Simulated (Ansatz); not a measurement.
**Tetragonal ZnSe monolayer in a perpendicular field**

What dipole does a perpendicular field induce in the tetragonal ZnSe monolayer, and does the gap follow? A positive field points along +c.

Method: plane-wave DFT, PBE-D3(BJ), Ansatz PAW (set soft_1); PAW set soft_1, in Ansatz 0.2.0.

## 1. The structure

The cell holds 4 atoms: 2 Se and 2 Zn. Its edges and angles: a = 4.000 Å, b = 4.000 Å, c = 36.386 Å, α = 90.0°, β = 90.0°, γ = 90.0°. Vacuum lies along c.

## 2. Relaxing the slab

The starting cell is a guess, so the in-plane lattice and the atoms are relaxed first, with the slab cut off from its images along the normal.

File input.yaml:

```yaml
crystal:
  lattice:
    - [4.0, 0.0, 0.0]
    - [0.0, 4.0, 0.0]
    - [0.0, 0.0, 36.3857259733]
  atoms:
    - { symbol: Se, position: [0.5, 0.0, 0.4630936871] }
    - { symbol: Zn, position: [0.0, 0.0, 0.5] }
    - { symbol: Zn, position: [0.5, 0.5, 0.5] }
    - { symbol: Se, position: [0.0, 0.5, 0.5369063129] }
  periodic: [true, true, false]
kpoints:
  mp_grid: { grid: [8, 8, 1] }
hamiltonian:
  xc: pbe
  dispersion: d3bj
  pseudopotentials: { kind: paw, azcp: { folder: soft_1 } }
scf:
  occupations: { method: fermi_dirac, width: 0.05 }
  convergence: { dr2_threshold: 1.0e-09 }
relax:
  f_tol: 0.004
  max_steps: 90
  cell: {}
output:
  write_potential: true
  write_density: true
  volumetric_format: npy
```

Run with:

```sh
$ ansatz run input.yaml --threads 2 --pin off --max-ram 3072MiB --backend cpu --events-out ev --progress --plain --runs-dir out
```

Numbers of over 12 decimals in the logs are rounded to 6 here.

The program printed:

```text
Warning: relax.cell: scf.convergence.dr2_threshold = 1e-9 eV is looser than the 2.48558912083e-10 eV advised for a relaxation that steers and ends on the stress (1e-10 eV for each atom of the cell: 4, times the square of relax.cell.stress_2d_tol = 0.05 N/m over 12.7 Å (the atoms' height at the walk's start and 5 Å past either face), 3.941e-2 GPa, over a crystal's default 0.05). What an SCF threshold leaves in a stress goes as its square root, and in the free energy as the threshold itself, and one threshold admits the most on a small cell: [figures from the program's tests cut] Set scf.convergence.dr2_threshold to 2.48558912083e-10 eV or tighter. [rest of the remark cut]
Engine: ansatz 0.2.0, aarch64-unknown-linux-gnu
Pseudopotentials: kind: paw
Pseudopotential: Se, paw, valence charge 16, recommended cutoff 420 eV (normal), soft_1/Se.paw.azcp
Pseudopotential: Zn, paw, valence charge 12, recommended cutoff 420 eV (normal), soft_1/Zn.paw.azcp
Functional definition: PBE
  parameter kappa = 0.804
  parameter beta = 0.066725
  exchange = pbe_x(kappa = kappa, mu = beta*pi^2/3)
  correlation = pbe_c(beta = beta)
Crystal: 4 atoms, lattice volume = 582.172 Å³
Basis set: ecut = 420 eV, 11409 PW (Γ), exchange–correlation on 54×54×500 points (8 copies of the dense FFT grid, shifted against one another)
Bands: 34, of which v1, the nominal top of the filled ones, is band 28 counted from 1 (27 counted from 0)
Symmetry: 16 space group operations
Space group: P4/nmm (ITA 129), of the structure as read, at distance tolerance 8.3e-5 Å
k-points: 15 of 64
Non-local potential: Se, projectors of the file, l = 0: 2, l = 1: 2, l = 2: 3, l = 3: 1
Non-local potential: Zn, projectors of the file, l = 0: 2, l = 1: 2, l = 2: 3, l = 3: 1
PAW form: soft (Blöchl's): semilocal exchange-correlation on the pseudo side does not see the compensation charge
PAW one-centre angular grid: Se, 590 points (default); XC on 64 Gauss nodes
PAW one-centre angular grid: Zn, 590 points (default); XC on 64 Gauss nodes
Initial density: superposition of atomic densities (neutral atoms: chi_scale 0, normalization atom)
Initial wavefunctions: pseudopotential atomic-orbital guess
Functional: x = pbe(κ = 0.804, μ = 0.219515), c = pbe(β = 0.066725)
SCF iter   1: F=—  HF=-17579.650440 eV  |F-HF|=—  |Δ(HF+E_count)|=         —  Δρ=1.62e-2  dr2=2.42e0  ethr=3.10e-3  ⟨swp⟩=17.2  Hψ=3919  notcnv=0
preconditioner: auto → Resta (q_TF=auto, 1.847 Å⁻¹)  ε∞=1.7  [insulator: Δε(μ)=2.693 eV  Ē_g=10.682 eV  σ=0.050 eV  W_gap=1.00  n_scr=64 (ndim 8)  ℏωp=9.2 eV  f_vac=0.826  D(μ)=0.00/eV (n_scr^D=0)  ε∞_Penn≈1.7  vacuum switching on, ρ_ref=8.3e-3 e/Å³]
SCF iter   2: F=—  HF=-17579.074750 eV  |F-HF|=—  |Δ(HF+E_count)|=   5.76e-1  Δρ=1.15e-2  dr2=3.96e-1  ethr=3.10e-3  ⟨swp⟩=3.6  Hψ=1075  notcnv=0  defer=24
SCF iter   3: F=—  HF=-17578.955311 eV  |F-HF|=—  |Δ(HF+E_count)|=   1.19e-1  Δρ=3.46e-3  dr2=6.37e-2  ethr=7.07e-4  ⟨swp⟩=3.5  Hψ=1252  notcnv=0  defer=24
SCF iter   4: F=—  HF=-17578.949698 eV  |F-HF|=—  |Δ(HF+E_count)|=   5.61e-3  Δρ=1.96e-3  dr2=1.04e-2  ethr=1.14e-4  ⟨swp⟩=2.3  Hψ=1000  notcnv=0  defer=24
SCF iter   5: F=—  HF=-17578.949628 eV  |F-HF|=—  |Δ(HF+E_count)|=   6.99e-5  Δρ=5.76e-4  dr2=9.42e-4  ethr=1.86e-5  ⟨swp⟩=3.3  Hψ=1352  notcnv=0  defer=25
SCF iter   6: F=—  HF=-17578.949919 eV  |F-HF|=—  |Δ(HF+E_count)|=   2.90e-4  Δρ=8.10e-5  dr2=3.10e-5  ethr=1.68e-6  ⟨swp⟩=2.7  Hψ=832  notcnv=0  defer=25
SCF iter   7: F=—  HF=-17578.949928 eV  |F-HF|=—  |Δ(HF+E_count)|=   9.29e-6  Δρ=2.71e-5  dr2=3.06e-6  ethr=5.54e-8  ⟨swp⟩=3.0  Hψ=1114  notcnv=0  defer=25
SCF iter   8: F=—  HF=-17578.950039 eV  |F-HF|=—  |Δ(HF+E_count)|=   1.12e-4  Δρ=9.38e-6  dr2=4.61e-7  ethr=5.47e-9  ⟨swp⟩=2.6  Hψ=1013  notcnv=0  defer=25
SCF iter   9: F=—  HF=-17578.950040 eV  |F-HF|=—  |Δ(HF+E_count)|=   8.16e-8  Δρ=1.00e-6  dr2=1.57e-8  ethr=8.24e-10  ⟨swp⟩=2.9  Hψ=832  notcnv=0  defer=25
SCF iter  10: F=-17578.950040 eV  HF=-17578.950040 eV  |F-HF|=1.13e-9  |Δ(HF+E_count)|=   1.71e-8  Δρ=2.35e-7  dr2=3.64e-10  ethr=1.79e-12  ⟨swp⟩=9.4  Hψ=4431  notcnv=0
SCF 1 converged in 10 iterations: F = -17578.950040 eV  dr2 = 3.64e-10
  greatest PAW one-centre occupation: 1.000 electrons in one spin orbital (limit 2), on the Se atom at site 3 (counted from 0), in its partial waves of l = 2
relax step   1: F+E_penalty+E_count = -17578.95003954 eV  Δ(F+E_penalty+E_count) = +0.000e0 eV  max|allowed force component| = 2.004e0 eV/Å  Δτ_max = 0.0000 Å  P = +4.427 N/m  Ω = 582.172 Å³  fix = [c, alpha, beta]  reactions: c +0.000 N/m  (10 SCF iters, accepted)
Crystal: 4 atoms, lattice volume = 582.084 Å³
Initial density: handed on by an earlier stage of this run
Initial wavefunctions: those handed on with the density
iter 1 solved again at ethr=5.86e-5 eV; its pass at ethr=3.10e-3 eV (dr2=3.28e-2 eV) is discarded
SCF iter   1: F=—  HF=-17579.302243 eV  |F-HF|=—  |Δ(HF+E_count)|=         —  Δρ=2.55e-3  dr2=3.01e-2  ethr=5.86e-5  ⟨swp⟩=2.9  Hψ=3215  notcnv=0
preconditioner: auto → Resta (q_TF=auto, 1.847 Å⁻¹)  ε∞=1.7  [insulator: Δε(μ)=2.345 eV  Ē_g=10.885 eV  σ=0.050 eV  W_gap=1.00  n_scr=64 (ndim 8)  ℏωp=9.2 eV  f_vac=0.824  D(μ)=0.00/eV (n_scr^D=0)  ε∞_Penn≈1.7  vacuum switching on, ρ_ref=8.6e-3 e/Å³]
SCF iter   2: F=—  HF=-17579.295622 eV  |F-HF|=—  |Δ(HF+E_count)|=   6.62e-3  Δρ=1.12e-3  dr2=4.78e-3  ethr=5.38e-5  ⟨swp⟩=2.6  Hψ=937  notcnv=0
SCF iter   3: F=—  HF=-17579.295611 eV  |F-HF|=—  |Δ(HF+E_count)|=   1.14e-5  Δρ=5.77e-4  dr2=1.11e-3  ethr=8.54e-6  ⟨swp⟩=3.2  Hψ=1120  notcnv=0
SCF iter   4: F=—  HF=-17579.295348 eV  |F-HF|=—  |Δ(HF+E_count)|=   2.63e-4  Δρ=2.09e-4  dr2=1.66e-4  ethr=1.98e-6  ⟨swp⟩=2.6  Hψ=963  notcnv=0
SCF iter   5: F=—  HF=-17579.295365 eV  |F-HF|=—  |Δ(HF+E_count)|=   1.71e-5  Δρ=7.14e-5  dr2=1.63e-5  ethr=2.97e-7  ⟨swp⟩=2.5  Hψ=837  notcnv=0
SCF iter   6: F=—  HF=-17579.295375 eV  |F-HF|=—  |Δ(HF+E_count)|=   1.05e-5  Δρ=1.02e-5  dr2=1.41e-6  ethr=2.92e-8  ⟨swp⟩=3.2  Hψ=1041  notcnv=0
SCF iter   7: F=—  HF=-17579.295482 eV  |F-HF|=—  |Δ(HF+E_count)|=   1.07e-4  Δρ=4.24e-6  dr2=7.24e-8  ethr=2.51e-9  ⟨swp⟩=2.6  Hψ=912  notcnv=0
SCF iter   8: F=—  HF=-17579.295483 eV  |F-HF|=—  |Δ(HF+E_count)|=   1.77e-7  Δρ=3.12e-6  dr2=2.70e-8  ethr=1.29e-10  ⟨swp⟩=3.0  Hψ=1198  notcnv=0
SCF iter   9: F=—  HF=-17579.295483 eV  |F-HF|=—  |Δ(HF+E_count)|=   1.63e-8  Δρ=1.09e-6  dr2=4.02e-9  ethr=4.82e-11  ⟨swp⟩=2.0  Hψ=921  notcnv=0
SCF iter  10: F=-17579.295483 eV  HF=-17579.295483 eV  |F-HF|=2.18e-11  |Δ(HF+E_count)|=  5.57e-10  Δρ=1.07e-7  dr2=4.53e-11  ethr=1.79e-12  ⟨swp⟩=11.3  Hψ=3932  notcnv=0
[...]
SCF iter   7: F=—  HF=-17579.306143 eV  |F-HF|=—  |Δ(HF+E_count)|=   1.51e-8  Δρ=6.15e-7  dr2=1.53e-9  ethr=7.36e-11  ⟨swp⟩=2.5  Hψ=890  notcnv=0
SCF iter   8: F=-17579.306143 eV  HF=-17579.306143 eV  |F-HF|=6.80e-10  |Δ(HF+E_count)|=   1.42e-8  Δρ=3.56e-7  dr2=3.86e-10  ethr=1.79e-12  ⟨swp⟩=10.9  Hψ=3824  notcnv=0
SCF 3 converged in 8 iterations: F = -17579.306143 eV  dr2 = 3.86e-10
relax step   3: F+E_penalty+E_count = -17579.30614256 eV  Δ(F+E_penalty+E_count) = -1.066e-2 eV  max|allowed force component| = 3.357e-2 eV/Å  Δτ_max = 0.0246 Å  P = +0.291 N/m  Ω = 584.285 Å³  energy of the carried Pulay correction = -1.397e-4 eV  fix = [c, alpha, beta]  reactions: c +0.000 N/m  (8 SCF iters, accepted)
[...]
relax step   4: F+E_penalty+E_count = -17579.30690404 eV  Δ(F+E_penalty+E_count) = -7.615e-4 eV  max|allowed force component| = 5.187e-3 eV/Å  Δτ_max = 0.0002 Å  P = +0.104 N/m  Ω = 587.103 Å³  energy of the carried Pulay correction = -3.245e-4 eV  fix = [c, alpha, beta]  reactions: c +0.000 N/m  (7 SCF iters, accepted)
[...]
relax step   5: F+E_penalty+E_count = -17579.30701206 eV  Δ(F+E_penalty+E_count) = -1.080e-4 eV  max|allowed force component| = 4.567e-4 eV/Å  Δτ_max = 0.0037 Å  P = +0.021 N/m  Ω = 589.276 Å³  energy of the carried Pulay correction = -4.661e-4 eV  fix = [c, alpha, beta]  reactions: c +0.000 N/m  (6 SCF iters, accepted)
Initial wavefunctions: pseudopotential atomic-orbital guess (no wavefunctions were taken with the density)
iter 1 solved again at ethr=3.21e-6 eV; its pass at ethr=3.10e-3 eV (dr2=1.80e-3 eV) is discarded
SCF iter   1: F=—  HF=-17579.296598 eV  |F-HF|=—  |Δ(HF+E_count)|=         —  Δρ=1.70e-4  dr2=4.91e-6  ethr=3.21e-6  ⟨swp⟩=4.3  Hψ=5434  notcnv=0
eigensolver tolerance schedule: the retry pair's looser diagonalisation over-reported the residual by 365.10 of it (diagonalisation noise at 0.61 of the residual, at the tolerance the schedule requests for it); recorded, not acted on — ethr = c·dr2/N_el stays at c = 1.0e-1
preconditioner: auto → Resta (q_TF=auto, 1.843 Å⁻¹)  ε∞=1.7  [insulator: Δε(μ)=2.334 eV  Ē_g=10.740 eV  σ=0.050 eV  W_gap=1.00  n_scr=64 (ndim 8)  ℏωp=9.2 eV  f_vac=0.824  D(μ)=0.00/eV (n_scr^D=0)  ε∞_Penn≈1.7  vacuum switching on, ρ_ref=8.4e-3 e/Å³]
SCF iter   2: F=—  HF=-17579.303509 eV  |F-HF|=—  |Δ(HF+E_count)|=   6.91e-3  Δρ=8.69e-5  dr2=2.13e-6  ethr=8.76e-9  ⟨swp⟩=4.4  Hψ=1500  notcnv=0
SCF iter   3: F=—  HF=-17579.306758 eV  |F-HF|=—  |Δ(HF+E_count)|=   3.25e-3  Δρ=2.76e-5  dr2=5.01e-7  ethr=3.80e-9  ⟨swp⟩=3.2  Hψ=956  notcnv=0
SCF iter   4: F=—  HF=-17579.307416 eV  |F-HF|=—  |Δ(HF+E_count)|=   6.58e-4  Δρ=6.43e-6  dr2=5.68e-8  ethr=8.95e-10  ⟨swp⟩=3.3  Hψ=1033  notcnv=0  defer=1
SCF iter   5: F=—  HF=-17579.307471 eV  |F-HF|=—  |Δ(HF+E_count)|=   5.55e-5  Δρ=1.56e-6  dr2=5.16e-9  ethr=1.02e-10  ⟨swp⟩=2.9  Hψ=948  notcnv=0  defer=2
iter 6 met the thresholds in force, and the SCF goes on: an eigenvalue changes by 10.75 meV, over its tolerance of 1.04 meV (output.eigenvalues, Limitations)
SCF iter   6: F=-17579.307480 eV  HF=-17579.307478 eV  |F-HF|=1.77e-6  |Δ(HF+E_count)|=   6.99e-6  Δρ=4.59e-7  dr2=4.41e-10  ethr=1.79e-12  ⟨swp⟩=27.6  Hψ=4771  notcnv=0
iter 7 met the thresholds in force, and the SCF goes on: an eigenvalue changes by 3.13 meV, over its tolerance of 1.01 meV (output.eigenvalues, Limitations)
SCF iter   7: F=-17579.307480 eV  HF=-17579.307480 eV  |F-HF|=3.42e-7  |Δ(HF+E_count)|=   1.43e-6  Δρ=1.38e-7  dr2=4.48e-11  ethr=1.00e-12  ⟨swp⟩=9.8  Hψ=3433  notcnv=0
Mixer restart at iter 7: flushing history
SCF iter   8: F=-17579.307480 eV  HF=-17579.307480 eV  |F-HF|=1.20e-10  |Δ(HF+E_count)|=   3.42e-7  Δρ=3.99e-8  dr2=1.07e-11  ethr=1.00e-12  ⟨swp⟩=9.5  Hψ=3361  notcnv=0
SCF 6 converged in 8 iterations: F = -17579.307480 eV  dr2 = 1.07e-11
relax step   6: F+E_penalty+E_count = -17579.30748021 eV  Δ(F+E_penalty+E_count) = -4.681e-4 eV  max|allowed force component| = 4.115e-4 eV/Å  Δτ_max = 0.0000 Å  P = +0.020 N/m  Ω = 589.276 Å³  fix = [c, alpha, beta]  reactions: c +0.000 N/m  stress off target by 2.04e-2 N/m on what of the cell is left free  SCF on the basis re-selected at this cell (its energy is not comparable with the rows above)  (8 SCF iters)
basis re-selected at this cell: Δ(F+E_penalty+E_count) = -4.681e-4 eV, ΔP = -0.001 N/m vs the last step (what re-selecting the basis moved, of the pressure what is left beyond the Pulay correction that the steps carried, after the strain that the cell walked since its last selection, with what the two solves' SCF thresholds leave and, on support functions, any second-order correction that the steps lacked; it is no m [...]
WARN: The output density's exchange-correlation potential varies sharply where the density is thin. Do not read a vacuum level from v_tot or v_xc, or from such a field of the output density. On a cell that repeats whose density bears no net charge and no dipole along the vacuum's axis use v_es (v_loc + v_h of the components); under efield.dipole_correction with no amplitude use v_es + v_field, which holds any externa [...]
SCF converged after 8 iterations
an eigenvalue changed by more than its tolerance at an iteration that met the thresholds in force, so the SCF went on 2 times, its first undamped step at iteration 7: the last check found none over its tolerance
Free energy (F): -17579.307480 eV
Harris-Foulkes:  -17579.307480 eV  (|F-HF|=1.20e-10)
Internal energy: -17579.307480 eV  (E = F + TS)
E sigma→0 (E₀):  -17579.307480 eV
Fermi energy:    -4.686345 eV
--- Per-component energies (eV) ---
  E_band       = -1465.260649
  E_kinetic    = 514.810179
  E_local      = -144241.313758  (includes V_loc(G=0)·N_el)
  E_nonlocal   = 933.004790
  E_hartree    = 71414.035239
  E_xc         = -326.406021
  E_vxc        = -281.840849  (∫ρ·V_xc dr)
  E_paw        = -8056.599396  (= ΣΔE_a)
  E_vpaw       = -1217.990386  (= ΣTr[D̂ρ^β])
  E_aug_tail   = -0.001197  (compensation charges beyond the density's cutoff)
  E_ewald      = 62184.036055
  E_disp       = -0.873371  (pairwise vdW)
  E_smearing   = -0.000000  (= −TS)
  E_closure    = -0.000000  (closes the sum)
  Σ components = -17579.307480   (vs F -17579.307480, Δ=0.00e0)
--- Forces (eV/Å), atoms counted from 1 ---
  atom   1  Se     0.00000000     0.00000000    -0.00041148
  atom   2  Zn     0.00000000    -0.00000000     0.00000000
  atom   3  Zn     0.00000000    -0.00000000    -0.00000000
  atom   4  Se     0.00000000     0.00000000     0.00041148
  max |Σ_I F_I| component: 1.35e-27 eV/Å
--- 2D stress c σ (N/m, compression-positive) ---
        0.020436       0.000000       0.000000
        0.000000       0.020436       0.000000
        0.000000       0.000000       0.000000
  P = ½ c Tr σ = 0.0204 N/m
--- Band table (eV; the first three rows and the last of 15) ---
  k-point 0: bands = [... 24 lower, -7.8625, -6.5280, -5.8965, -5.8965, -3.5622, -3.2612, -2.5953, -0.3845, ... 2 higher]
  k-point 1: bands = [... 24 lower, -7.7339, -6.4986, -6.3290, -5.9125, -3.2283, -2.9096, -1.9958, -0.5384 (-0.5384°), ... 2 higher]
  k-point 2: bands = [... 24 lower, -7.3914, -6.9563, -6.5551, -5.9835, -3.0444, -2.4528, -0.9464 (-0.9463°), -0.0821 (-0.0822°), ... 2 higher]
  k-point 14: bands = [... 24 lower, -8.1902, -8.1902, -8.1722, -8.1722, -1.9106, -1.9106, -1.6887, -1.6887, ... 2 higher]
  ° read free of the cell's end (the report's vacuum.weakly_bound_levels)
--- Relaxed structure (5 steps of the walk, 5 accepted, 1 SCFs on fresh bases) ---
  F+E_penalty+E_count = -17579.30748021 eV   max|allowed force component| = 4.115e-4 eV/Å   (the final SCF, on the basis selected at the relaxed cell)
  cell:  # Å, volume = 589.2760 Å³
    - [4.024332, 0, 0.0]
    - [0, 4.024332, 0.0]
    - [0.0, 0.0, 36.3857259733]
  atoms:
    - { symbol: Se, position: [0.500000, 0, 0.458377] }
    - { symbol: Zn, position: [0, 0, 0.5] }
    - { symbol: Zn, position: [0.500000, 0.500000, 0.5] }
    - { symbol: Se, position: [0, 0.500000, 0.541623] }
```

Run time: 78 s. Hardware: 2 threads of Arm Neoverse V1, shared host; peak memory 0.85 GiB; 2.6 min of CPU time.

Relaxation path:

```tsv
step	energy less that of the first step (eV)	largest force component (eV/Å)	volume (Å³)
1	0.0000	2.0042	582.17
2	-0.3454	0.3191	582.08
3	-0.3561	0.0336	584.29
4	-0.3569	0.0052	587.10
5	-0.3570	0.0005	589.28
6*	-0.3574	0.0004	589.28
```

Relaxation steps marked * repeat the geometry before them on a plane-wave basis chosen anew for their cell, so energy and pressure can jump there.

The run keeps the 16 symmetry operations that it works with, so distortions that break them were not tested.

```tsv
cell as run	before	after	change
a (Å)	4.000	4.024	+0.6 %
b (Å)	4.000	4.024	+0.6 %
```

The atoms that moved most (Å, along periodic axes as changes of fractional coordinates times the final cell, across vacuum about the mean position):

```tsv
atom	dx	dy	dz	length
Se1	0.000	0.000	-0.172	0.172
Se4	0.000	0.000	0.172	0.172
```

The relaxed structure:

```xyz
4
Lattice="4.0243 0.0000 0.0000 0.0000 4.0243 0.0000 0.0000 0.0000 36.3857" Properties=species:S:1:pos:R:3
Se    2.0122    0.0000   16.6784
Zn    0.0000    0.0000   18.1929
Zn    2.0122    2.0122   18.1929
Se    0.0000    2.0122   19.7073
```

This step gave:

| Quantity | Value |
| --- | --- |
| gap on the k-mesh | 2.334 eV |

The lattice constant a goes from 4.000 to 4.024 Å.

(Continued in part 2 of 2.)

[Logs are printed without paths, hosts, clocks, repeated set-up lines and the standing remarks that a program may print on its own settings, such as how far it seeks lower states.]

[Hosts, paths, dates, database ids (printed as entryN), source tags and the programs' standing remarks are cut or masked in the printed files.]

[Maps of the electrostatic potential energy from Ansatz leave out the sawtooth potential of an applied field or a dipole correction, so their vacuum need not be flat; planar profiles and work functions include it.]
